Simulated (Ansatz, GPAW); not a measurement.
# BaSO (model structure): optical spectrum from first principles, part 2 of 2

Wanted: where BaSO (model structure) starts to absorb, how strongly, and its refractive index. The cell was made here by substitution or stacking, whether or not such a phase is known. It was built so: 1 of the 2 O atoms of the cell replaced by S in the I4/mmm structure of BaO2. The cell is first relaxed with Ansatz.

GPAW 26.7.0; DFT, LDA, plane-wave PAW (GPAW data sets), scalar-relativistic, RPA, optical limit.

So far: Starting point; Relaxation.

## (3) Ground state

First the ground state: is it a metal or has it a gap?

This step: DFT, LDA, plane-wave PAW (GPAW data sets), scalar-relativistic, ground state (GPAW 26.7.0).

File gs.py:

```python
from ase import Atoms
from ase.dft.bandgap import bandgap
from gpaw import GPAW, PW, FermiDirac

atoms = Atoms(['Ba', 'S', 'O'],
              cell=[[-2.113706184500, 2.113706184500, 3.577545586300],
                    [2.113706184500, -2.113706184500, 3.577545586300],
                    [2.113706184500, 2.113706184500, -3.577545586300]],
              scaled_positions=[[0.022424980200, 0.022424980200, 1.000000000000],
                                [0.604499062700, 0.604499062700, 1.000000000000],
                                [0.373075957100, 0.373075957100, 0.000000000000]],
              pbc=[True, True, True])
atoms.calc = GPAW(mode=PW(450), xc='LDA', kpts={'size': (8, 8, 8), 'gamma': True},
                  occupations=FermiDirac(0.05), maxiter=150, txt='gs.txt')
print('energy (eV)', atoms.get_potential_energy())
print('Fermi level (eV)', atoms.calc.get_fermi_level())
print('valence electrons', atoms.calc.get_number_of_electrons())
print('gap (eV)', bandgap(atoms.calc, output=None)[0])
print('direct gap (eV)', bandgap(atoms.calc, direct=True, output=None)[0])
atoms.calc.write('gs.gpw')
```

Run with:

```sh
$ OMP_NUM_THREADS=1 python gs.py
```

Numbers of over 12 decimals in the logs are rounded to 6 here.

Output:

```text
__  _  _
 | _ |_)|_||  |
 |__||  | ||/\| - 26.7.0

Versions:
  Python: 3.12.14
  ASE:    3.29.0
  Numpy:  2.5.5
  Scipy:  1.18.1
  Libxc:  7.0.0

Input parameters:
  mode=PW(ecut=450.000000),
  kpts=MonkhorstPack(size=(8, 8, 8), gamma=True),
  maxiter=150,
  occupations=Occupations(name='fermi-dirac', width=0.05, fixmagmom=False),
  xc=XC(name='LDA')

Diagonalizing LCAO Hamiltonian
Converting LCAO to pw mode

       O
              S

              Ba

Atoms  # Å, Bohr magnetons
|   | symbol |        x |         y |         z |    initial magnetic moments |
| 0 |     Ba | 2.113706 |  2.113706 | -3.417093 | ( 0.0000,  0.0000,  0.0000) |
| 1 |      S | 2.113706 |  2.113706 |  0.747700 | ( 0.0000,  0.0000,  0.0000) |
| 2 |      O | 0.000000 | -0.000000 |  2.669392 | ( 0.0000,  0.0000,  0.0000) |

Unit cell  # Å
| periodic |         x |         y |         z |  lengths |     angles |
|      yes | -2.113706 |  2.113706 |  3.577546 | 4.662010 | 126.077290 |
|      yes |  2.113706 | -2.113706 |  3.577546 | 4.662010 | 126.077290 |
|      yes |  2.113706 |  2.113706 | -3.577546 | 4.662010 |  79.761146 |

Number of symmetries: 8
Symmetry operations  # r_c * U_cc + t_c -> r_c
|   | kind |            matrix            |
| 0 |  σ   |  1, 1, 1,  0, 0,-1,  0,-1, 0 |
| 1 |  C4  |  1, 1, 1,  0, 0,-1, -1, 0, 0 |
| 2 |  E   |  1, 0, 0,  0, 1, 0,  0, 0, 1 |
| 3 |  σ   |  1, 0, 0,  0, 1, 0, -1,-1,-1 |
| 4 |  σ   |  0, 1, 0,  1, 0, 0,  0, 0, 1 |
| 5 |  C2  |  0, 1, 0,  1, 0, 0, -1,-1,-1 |
| 6 |  C4  |  0, 0,-1,  1, 1, 1,  0,-1, 0 |
| 7 |  σ   |  0, 0,-1,  1, 1, 1, -1, 0, 0 |

BZ-sampling:
  Number of BZ points: 512
  Number of IBZ points: 59

  Monkhorst-Pack size: [8, 8, 8]
  Monkhorst-Pack shift: [0.0625, 0.0625, 0.0625]

K-points  # in reciprocal-cell coordinates
|     |                                coordinates |     weight |
|   0 | (  0.00000000,   0.00000000,   0.00000000) | 0.00195312 |
|   1 | (  0.12500000,  -0.12500000,   0.00000000) | 0.00781250 |
|   2 | (  0.12500000,  -0.12500000,   0.12500000) | 0.00781250 |
|   3 | (  0.12500000,   0.00000000,   0.00000000) | 0.01562500 |
|   4 | (  0.12500000,   0.12500000,  -0.12500000) | 0.00390625 |
|   5 | (  0.25000000,  -0.25000000,   0.00000000) | 0.00781250 |
|   6 | (  0.25000000,  -0.25000000,   0.12500000) | 0.01562500 |
|   7 | (  0.25000000,  -0.25000000,   0.25000000) | 0.00781250 |
|   8 | (  0.25000000,  -0.12500000,   0.00000000) | 0.03125000 |
|   9 | (  0.25000000,  -0.12500000,   0.12500000) | 0.01562500 |
| ... |                                            |            |
|  58 | (  0.50000000,   0.50000000,   0.50000000) | 0.00195312 |

Plane wave coefficients: 1422
Cutoff: 450.000000 eV

Spin-components: 1 (collinear spins)
Bands:           13
Projectors:      16
Spin-degeneracy: 2
Datatype:        complex128

Parallelization:
  kpt:    1
  domain: 1
  band:   1

Density:
  Valence electrons: 22.0
  Components: 1
  Grid points: [24 24 24]
  Charge: 0.0  # |e|

Potential:
  Grid points: [24 24 24]

species:
  Ba:
    name:    Barium
    id:
    Z:       56.0
    valence: 10
    core:    46
    charge:  0.0  # [|e|]
    compensation charges:
      type: gauss
      rc: 0.37  # [Å]
      lmax: 2
    cutoffs:
      filter: 2.06  # [Å]
      core: 2.33  # [Å]
    projectors
    | kind |    occ | energy [eV] | rcut [Å] |
    |   5s |  2.000 |     -33.774 |    1.164 |
    |   6s |  2.000 |      -3.346 |    1.164 |
    |   5p |  6.000 |     -18.813 |    1.164 |
    |    p |        |       0.000 |    1.164 |
    |    d |        |       0.000 |    1.164 |
    |    d |        |      27.211 |    1.164 |

    Using partial waves for Ba as LCAO basis

  S:
    name:    Sulfur
    id:
    Z:       16.0
    valence: 6
    core:    10
    charge:  0.0  # [|e|]
    compensation charges:
      type: gauss
      rc: 0.24  # [Å]
      lmax: 2
    cutoffs:
      filter: 1.77  # [Å]
      core: 1.66  # [Å]
    projectors
    | kind |    occ | energy [eV] | rcut [Å] |
    |   3s |  2.000 |     -17.278 |    0.974 |
    |   3p |  4.000 |      -7.106 |    0.979 |
    |    s |        |       9.933 |    0.974 |
    |    p |        |      20.105 |    0.979 |
    |    d |        |       0.000 |    0.900 |

    Using partial waves for S as LCAO basis

  O:
    name:    Oxygen
    id:
    Z:       8.0
    valence: 6
    core:    2
    charge:  0.0  # [|e|]
    compensation charges:
      type: gauss
      rc: 0.21  # [Å]
      lmax: 2
    cutoffs:
      filter: 1.17  # [Å]
      core: 0.83  # [Å]
    projectors
    | kind |    occ | energy [eV] | rcut [Å] |
    |   2s |  2.000 |     -23.752 |    0.688 |
    |   2p |  4.000 |      -9.195 |    0.598 |
    |    s |        |       3.459 |    0.688 |
    |    p |        |      18.016 |    0.598 |
    |    d |        |       0.000 |    0.619 |

    Using partial waves for O as LCAO basis

Reference energy: -233960.265564  # eV

eigensolver:
  PPCG
  Converge bands: occupied
  niter=2

density mixing:
  MSR1-Mixer
  Pratt-step length: 0.05
  Maximum mixing coefficient: 0.75
  Old densities: 10
  SVD Regularization: 0.005
  Good broyden scale: 1.0
  Trust region scale: 1.0
  Backstep threshold: 4.0
  History deletion threshold: 6.0
  Fourier metric: weight=20.0, sigma=0.015

occupation numbers:
  Fermi-Dirac:
    width: 0.0500  # eV

poisson solver:
  ecut: 3600.000000  # eV

xc functional:
  name: None

convergence criteria:
- Maximum [total energy] change in last 3 cyles: 0.0005 eV / valence electron
- Maximum integral of absolute [dens]ity change: 0.0001 electrons / valence electron
- Maximum integral of absolute [eigenst]ate change: 4e-08 eV^2 / valence electron
maximum number of iterations: 150

SCF iterations
|iter     |      energy | eigst |  dens |
|iter:   1||  -17.805260 | +0.10 |       |
|iter:   2||  -17.622519 | -1.64 | -1.01 |
|iter:   3||  -16.984772 | -1.25 | -1.06 |
|iter:   4||  -16.958359 | -2.47 | -1.49 |
|iter:   5||  -16.953268 | -2.74 | -1.88 |
|iter:   6||  -16.953146c| -4.02 | -2.51 |
|iter:   7||  -16.953148c| -5.36 | -3.07 |
|iter:   8||  -16.953150c| -6.26 | -3.66 |
|iter:   9||  -16.953150c| -7.11 | -4.17c|
|iter:  10||  -16.953150c| -7.67c| -4.98c|

Converged in 10 steps
SCF loop duration: 10.488 s (1.049 s/step)
Energy contributions relative to reference atoms: (reference = -233960.265564)

Energy contributions:
  Kinetic:          14.309129
  Coulomb:          -9.764943
  Zero:             -0.088910
  External:          0.000000
  Xc:              -21.408426
  Entropy:          -0.000001
  Spinorbit:         0.000000
  ----------------------------
  Free energy:     -16.953150
  Extrapolated:    -16.953150

dipole moment: (-25.463220, -25.463220, 4.817479)  # |e|*Ang

Fermi level: 7.479
Eigenvalues  # (at kpt = [0.000, 0.000, 0.000])
| band index |      eig [eV] | occ [0-2] |
|          0 |       -20.216 |     2.000 |
|        ... |               |           |
|          3 |        -5.281 |     2.000 |
|          4 |        -5.281 |     2.000 |
|          5 |        -4.015 |     2.000 |
|          6 |         0.598 |     2.000 |
|          7 |         2.814 |     2.000 |
|          8 |         2.814 |     2.000 |
|          9 |         5.479 |     2.000 |
|         10 |         5.479 |     2.000 |
|         11 |         8.944 |     0.000 |
|         12 |        11.450 |     0.000 |

Gap: 1.029 eV
Transition (v -> c):
  (s=0, k=58, n=10, [0.50, 0.50, 0.50]) -> (s=0, k=53, n=11, [0.50, 0.38, 0.50])
Direct/indirect transitions are different
Direct gap: 1.176 eV
Transition at: (s=0, k=53, n=10, [0.50, 0.38, 0.50])

--- standard output ---
energy (eV) -16.953150
Fermi level (eV) 7.478939
valence electrons 22.0
gap (eV) 1.029330
direct gap (eV) 1.175588
```

It took 13 s on 1 thread of Intel Xeon 6975P-C (Granite Rapids), shared host; peak memory 0.17 GiB.

This step gave:

- energy: -16.95 eV
- Fermi energy: 7.479 eV
- gap on the k-mesh: 1.029 eV
- direct gap on the mesh: 1.176 eV
- electrons: 22

There is a gap, 1.03 eV on this mesh (points off the mesh can give less), so no carriers' term is needed.

## (4) Bands for the response

The response needs many more empty bands than the density does.

This step: DFT, LDA, plane-wave PAW (GPAW data sets), scalar-relativistic, bands at fixed density (GPAW 26.7.0).

File nscf.py:

```python
from ase.dft.bandgap import bandgap
from gpaw import GPAW, FermiDirac

calc = GPAW('gs.gpw').fixed_density(kpts={'size': (12, 12, 12), 'gamma': True}, nbands=49, convergence={'bands': 43},
                                    occupations=FermiDirac(0.001), txt='nscf.txt')
print('gap (eV)', bandgap(calc, output=None)[0])
print('direct gap (eV)', bandgap(calc, direct=True, output=None)[0])
print('top band over the Fermi level (eV)', min(calc.get_eigenvalues(kpt=k)[42] for k in range(len(calc.get_ibz_k_points()))) - calc.get_fermi_level())
calc.write('full.gpw', mode='all')
```

Run with:

```sh
$ OMP_NUM_THREADS=1 python nscf.py
```

Output:

```text
Diagonalizing LCAO Hamiltonian
Converting LCAO to pw mode
convergence criteria:
- Maximum integral of absolute [eigenst]ate change: 4e-08 eV^2 / valence electron
maximum number of iterations: 150

SCF iterations
|iter     |      energy | eigst |  dens |
|iter:   1||             | +3.57 |       |
|iter:   2||             | +2.31 |       |
|iter:   3||             | +1.31 |       |
|iter:   4||             | +0.18 |       |
|iter:   5||             | -0.86 |       |
|iter:   6||             | -1.80 |       |
|iter:   7||             | -2.67 |       |
|iter:   8||             | -3.54 |       |
|iter:   9||             | -4.38 |       |
|iter:  10||             | -5.25 |       |
|iter:  11||             | -6.06 |       |
|iter:  12||             | -6.86 |       |
|iter:  13||             | -7.45c|       |
SCF steps: 13
  __  _  _
 | _ |_)|_||  |
 |__||  | ||/\| - 26.7.0

Versions:
  Python: 3.12.14
  ASE:    3.29.0
  Numpy:  2.5.5
  Scipy:  1.18.1
  Libxc:  7.0.0

Input parameters:
  mode=PW(ecut=450.000000),
  convergence={'bands': 43},
  gpts=array([24, 24, 24]),
  kpts=MonkhorstPack(size=(12, 12, 12), gamma=True),
  maxiter=150,
  nbands=49,
  occupations=Occupations(name='fermi-dirac', width=0.001, fixmagmom=False),
  parallel={},
  xc=XC(name='LDA')

--- standard output ---
gap (eV) 0.614207
direct gap (eV) 0.614207
top band over the Fermi level (eV) 27.349778
```

Elapsed: 2.3 min, on 1 thread; peak memory 0.39 GiB.

Numbers from this step:

| Item | Value |
| --- | --- |
| gap on the k-mesh | 0.6142 eV |
| direct gap on the mesh | 0.6142 eV |

## (5) Dielectric function, RPA

Local fields let the induced charge screen the field inside the cell, which as a rule lowers ε, most along directions where the density is uneven.

This step: DFT, LDA, plane-wave PAW (GPAW data sets), scalar-relativistic, RPA, optical limit (GPAW 26.7.0).

File df.py:

```python
from gpaw.response.df import DielectricFunction

df = DielectricFunction('full.gpw', frequencies={'type': 'nonlinear', 'domega0': 0.03, 'omega2': 8},
                        ecut=50,
                        eta=0.15,
                        nbands=43,
                        txt='df.txt')
for direction in ['x', 'z']:
    df.get_dielectric_function(xc='RPA', direction=direction, filename=f'df_{direction}.csv')
```

Run with:

```sh
$ OMP_NUM_THREADS=1 python df.py
```

Output:

```text
Using integrator: PointIntegrator
NonLinearFrequencyDescriptor(from 0.000 to 58.017 eV, 484 points)
Nonperiodic BCs:  [False False False]
Using integrator: PointIntegrator
NonLinearFrequencyDescriptor(from 0.000 to 58.017 eV, 484 points)
Nonperiodic BCs:  [False False False]

Calculating chi0 body with:
    Ground state adapter containing:
    Number of spins: 1
    Number of kpoints: 1728
    Number of irreducible kpoints: 163
    Number of completely occupied states: 11
    Number of partially occupied states: 11

    Linear response parametrization:
    q_c: [0.0, 0.0, 0.0]
    Number of frequency points: 484
    Planewave cutoff: 50.0
    Number of bands: 43
    Number of planewaves: 61
    Broadening (eta): 0.15

Integrating chi0 body.

Symmetries of q_c:
    Direct symmetries (Uq -> q): 8
    Indirect symmetries (TUq -> q): 8
In total 16 allowed symmetries.

163 groups of equivalent kpoints. 90.567130% reduction.

Integral kind: spectral function

Calculating chi0 optical extensions with:
    Ground state adapter containing:
    Number of spins: 1
    Number of kpoints: 1728
    Number of irreducible kpoints: 163
    Number of completely occupied states: 11
    Number of partially occupied states: 11

    Linear response parametrization:
    Number of frequency points: 484
    Planewave cutoff: 50.0
    Number of bands: 43
    Number of planewaves: 61
    Broadening (eta): 0.15
Integrating chi0 head and wings.

Symmetries of q_c:
    Direct symmetries (Uq -> q): 8
    Indirect symmetries (TUq -> q): 8
In total 16 allowed symmetries.

163 groups of equivalent kpoints. 90.567130% reduction.

Integral kind: spectral function wings
```

Run time: 22 s. Hardware: 1 thread; peak memory 0.36 GiB.

This step gave:

```
electronic dielectric constant ε∞, mean over x, y and z (by symmetry where fewer were run) : 5.024
```

Some rows of df_x.csv (energy; Re and Im without local fields; Re and Im with them):

```text
0.000000, 5.762179, -0.000000, 5.115743, -0.000000
0.555532, 5.979776, 0.348068, 5.308258, 0.315549
1.143969, 5.569429, 0.814411, 4.924777, 0.712962
1.768324, 5.582324, 0.839704, 4.930969, 0.707273
2.431988, 5.887541, 1.302675, 5.255736, 1.148813
3.138794, 5.358996, 1.726937, 4.684646, 1.609607
3.893091, 5.816660, 1.437195, 4.915535, 1.212990
4.699832, 8.412041, 3.717930, 7.070561, 2.587842
5.564682, 3.753251, 7.122796, 4.113599, 5.826533
6.494155, 0.596990, 5.326285, 1.035867, 5.131729
7.495775, 0.242749, 2.158087, 0.056562, 2.279803
8.578281, 2.030368, 2.726850, 1.656687, 2.418270
9.751884, 1.491770, 2.843152, 1.221769, 2.469106
11.028587, 0.050458, 2.781828, 0.068108, 2.533432
12.422601, 0.801105, 1.374864, 0.492855, 1.177473
13.950874, 1.595373, 1.934513, 0.994339, 1.213907
15.633783, 0.723518, 2.321467, 0.821647, 1.340916
17.496047, 0.256730, 2.391156, 0.882234, 1.097590
19.567954, -0.489272, 1.525853, 0.763240, 1.389285
```

The Im ε has structure finer than the step of the table below, so its rows give means over 1 eV, whole bins alone (the curve runs from 0 to 19.9 eV). Peaks (eV: height): E ∥ x 6.1: 6.18, 10.0: 2.83; E ∥ z 5.4: 6.93, 6.9: 7.99.

Sum at mesh points, not converged in k; values under the direct gap are tails of Lorentzian lines. Im ε against photon energy; means over each step:

| photon energy (eV) | E ∥ x | E ∥ z |
| --- | --- | --- |
| 1 | 0.591 | 0.0756 |
| 2 | 0.834 | 0.289 |
| 3 | 1.57 | 1.03 |
| 4 | 1.28 | 0.669 |
| 5 | 4.21 | 3.80 |
| 6 | 5.88 | 5.95 |
| 7 | 3.88 | 6.85 |
| 8 | 1.88 | 4.12 |
| 9 | 2.52 | 2.99 |
| 10 | 2.67 | 3.16 |
| 11 | 2.33 | 2.86 |
| 12 | 1.36 | 2.19 |
| 13 | 1.11 | 1.72 |
| 14 | 1.21 | 1.70 |
| 15 | 1.31 | 1.57 |
| 16 | 1.25 | 1.12 |
| 17 | 1.17 | 1.06 |
| 18 | 1.18 | 1.08 |
| 19 | 1.36 | 1.52 |

The reflectivity at normal incidence has structure finer than the step of the table below, so its rows give means over 1 eV, whole bins alone (the curve runs from 0 to 19.9 eV). Peaks (eV: height): E ∥ x 6.2: 29.3, 11.2: 23.0; E ∥ z 5.3: 30.4, 7.0: 34.1, 11.3: 23.1, 14.8: 18.1, 19.4: 19.7.

Sum at mesh points, not converged in k. Table of reflectivity at normal incidence by photon energy; means over each step:

| photon energy (eV) | E ∥ x (%) | E ∥ z (%) |
| --- | --- | --- |
| 1 | 15.0 | 14.5 |
| 2 | 15.2 | 15.7 |
| 3 | 15.6 | 16.5 |
| 4 | 16.1 | 17.8 |
| 5 | 24.6 | 27.0 |
| 6 | 27.7 | 26.7 |
| 7 | 26.9 | 31.8 |
| 8 | 11.8 | 28.4 |
| 9 | 13.8 | 18.6 |
| 10 | 16.2 | 20.5 |
| 11 | 20.2 | 22.2 |
| 12 | 12.9 | 20.7 |
| 13 | 7.13 | 16.9 |
| 14 | 6.44 | 14.6 |
| 15 | 7.25 | 17.2 |
| 16 | 7.58 | 13.4 |
| 17 | 6.70 | 9.26 |
| 18 | 6.25 | 8.05 |
| 19 | 7.93 | 11.8 |

Sum at mesh points, not converged in k; values under the direct gap are tails of Lorentzian lines. The loss function −Im 1/ε at q → 0 by energy loss; read off at these points:

| energy loss (eV) | E ∥ x | E ∥ z |
| --- | --- | --- |
| 0.00 | 0 | 0 |
| 0.50 | 0.00844 | 8.7e-4 |
| 1.00 | 0.0255 | 0.00310 |
| 1.50 | 0.0264 | 0.00542 |
| 2.00 | 0.0279 | 0.00875 |
| 2.50 | 0.0419 | 0.0183 |
| 3.00 | 0.0676 | 0.0396 |
| 3.50 | 0.0624 | 0.0311 |
| 4.00 | 0.0443 | 0.0165 |
| 4.50 | 0.0365 | 0.0155 |
| 5.00 | 0.0675 | 0.0333 |
| 5.50 | 0.110 | 0.0840 |
| 6.00 | 0.135 | 0.118 |
| 6.50 | 0.187 | 0.109 |
| 7.00 | 0.253 | 0.120 |
| 7.50 | 0.440 | 0.178 |
| 7.73 | 0.501 | 0.206 |
| 8.00 | 0.414 | 0.247 |
| 8.50 | 0.273 | 0.341 |
| 9.00 | 0.305 | 0.300 |
| 9.50 | 0.305 | 0.284 |
| 10.00 | 0.306 | 0.299 |
| 10.50 | 0.355 | 0.316 |
| 11.00 | 0.390 | 0.347 |
| 11.50 | 0.639 | 0.408 |
| 12.00 | 0.670 | 0.442 |
| 12.34 | 0.738 | 0.489 |
| 12.50 | 0.702 | 0.533 |
| 13.00 | 0.652 | 0.560 |
| 13.50 | 0.548 | 0.585 |
| 14.00 | 0.491 | 0.569 |
| 14.50 | 0.503 | 0.542 |
| 15.00 | 0.503 | 0.651 |
| 15.50 | 0.528 | 0.758 |
| 15.93 | 0.572 | 0.906 |
| 16.00 | 0.580 | 0.898 |
| 16.23 | 0.601 | 0.867 |
| 16.50 | 0.560 | 0.844 |
| 17.00 | 0.573 | 0.803 |
| 17.17 | 0.599 | 0.796 |
| 17.50 | 0.553 | 0.736 |
| 18.00 | 0.516 | 0.745 |
| 18.50 | 0.501 | 0.660 |
| 19.00 | 0.522 | 0.477 |
| 19.50 | 0.549 | 0.678 |

Sum at mesh points, not converged in k; values under the direct gap are tails of Lorentzian lines. The Im ε, E ∥ x by photon energy; read off at these points:

| photon energy (eV) | without local fields | with local fields |
| --- | --- | --- |
| 0.00 | 0 | 0 |
| 0.50 | 0.262 | 0.237 |
| 1.00 | 0.727 | 0.642 |
| 1.50 | 0.778 | 0.670 |
| 2.00 | 0.860 | 0.720 |
| 2.50 | 1.36 | 1.21 |
| 3.00 | 1.84 | 1.70 |
| 3.50 | 1.62 | 1.47 |
| 4.00 | 1.41 | 1.19 |
| 4.50 | 2.29 | 1.62 |
| 5.00 | 6.08 | 4.45 |
| 5.37 | 7.63 | 5.98 |
| 5.50 | 7.32 | 5.96 |
| 6.00 | 6.90 | 6.16 |
| 6.07 | 6.80 | 6.18 |
| 6.50 | 5.32 | 5.13 |
| 7.00 | 3.88 | 3.95 |
| 7.50 | 2.15 | 2.27 |
| 8.00 | 1.66 | 1.64 |
| 8.50 | 2.67 | 2.37 |
| 9.00 | 2.82 | 2.48 |
| 9.50 | 3.13 | 2.75 |
| 10.00 | 3.25 | 2.81 |
| 10.50 | 3.07 | 2.66 |
| 11.00 | 2.83 | 2.56 |
| 11.50 | 1.75 | 1.56 |
| 12.00 | 1.63 | 1.41 |
| 12.50 | 1.38 | 1.18 |
| 13.00 | 1.29 | 1.05 |
| 13.50 | 1.56 | 1.09 |
| 14.00 | 1.98 | 1.24 |
| 14.50 | 2.28 | 1.27 |
| 15.00 | 2.41 | 1.25 |
| 15.15 | 2.55 | 1.32 |
| 15.50 | 2.40 | 1.36 |
| 16.00 | 2.26 | 1.27 |
| 16.50 | 2.43 | 1.14 |
| 17.00 | 2.31 | 1.22 |
| 17.50 | 2.39 | 1.10 |
| 18.00 | 2.33 | 1.19 |
| 18.50 | 2.37 | 1.27 |
| 19.00 | 1.76 | 1.35 |
| 19.50 | 1.50 | 1.39 |

Optical constants at common wavelengths, from n + ik = √ε:

| wavelength (nm) | n x | k x | R (%) x | 1/α x | n z | k z | R (%) z | 1/α z |
| --- | --- | --- | --- | --- | --- | --- | --- | --- |
| 1550 | 2.28 | 0.140 | 15.4 | 880 nm | 2.22 | 0.010 | 14.4 | 12 µm |
| 1064 | 2.22 | 0.160 | 14.6 | 530 nm | 2.24 | 0.025 | 14.6 | 3.3 µm |
| 633 | 2.24 | 0.161 | 14.8 | 313 nm | 2.30 | 0.051 | 15.6 | 984 nm |
| 532 | 2.30 | 0.220 | 15.9 | 192 nm | 2.36 | 0.089 | 16.4 | 474 nm |
| 405 | 2.20 | 0.373 | 15.2 | 86 nm | 2.34 | 0.272 | 16.6 | 118 nm |
| 365 | 2.17 | 0.349 | 14.7 | 83 nm | 2.27 | 0.215 | 15.5 | 135 nm |
| 308 | 2.27 | 0.259 | 15.6 | 95 nm | 2.45 | 0.122 | 17.8 | 201 nm |

Below the direct gap, k and the depth come from the tails of the Lorentzian lines, not from transitions.

Rows near the edge hang on the gap, which this functional as a rule makes too small, and phonon-assisted absorption is left out.

## (6) Outcome

| Quantity | Value |
| --- | --- |
| electronic dielectric constant ε∞, mean over x, y and z (by symmetry where fewer were run) (RPA) | 5.02 |

In words: At this level (LDA, RPA) BaSO has a mean ε∞ = 5.02 and n = 2.28 at 1550 nm (E ∥ x). The cell shrank by 2.2 % in volume. On the mesh the gap is 0.61 eV and the least direct gap 0.61 eV. Local fields change the static value along x from 5.76 to 5.12 (-11 %). The static values by axis are 5.12 (x), 4.84 (z). Excitons and phonon-assisted transitions are missing; LDA gaps are as a rule too small, which pulls the onset down and ε∞ up. Spin-orbit coupling is left out although heavy atoms are present. In this version of GPAW the matrix elements of the optical limit are incomplete, which can lower ε − 1 by up to a tenth where first-row anions or d states rule, and shift it by more in d metals. The sum runs over mesh points 0.18 Å⁻¹ apart with no interpolation, so peaks are partly noise of the mesh; over so small a direct gap single mesh points weigh heavily, so ε∞, n and their changes from run to run can be far off. Besides steps told in other documents, this task had 1 run with a known fault of program or setting; those not told in a step above aren't shown.

[Machine, clock and banner lines and Python warnings are left out of the logs.]

[Logs are printed without paths, hosts, clocks, repeated set-up lines and the standing remarks that a program may print on its own settings, such as how far it seeks lower states.]

[Hosts, paths, dates, database ids (printed as entryN), source tags and the programs' standing remarks are cut or masked in the printed files.]
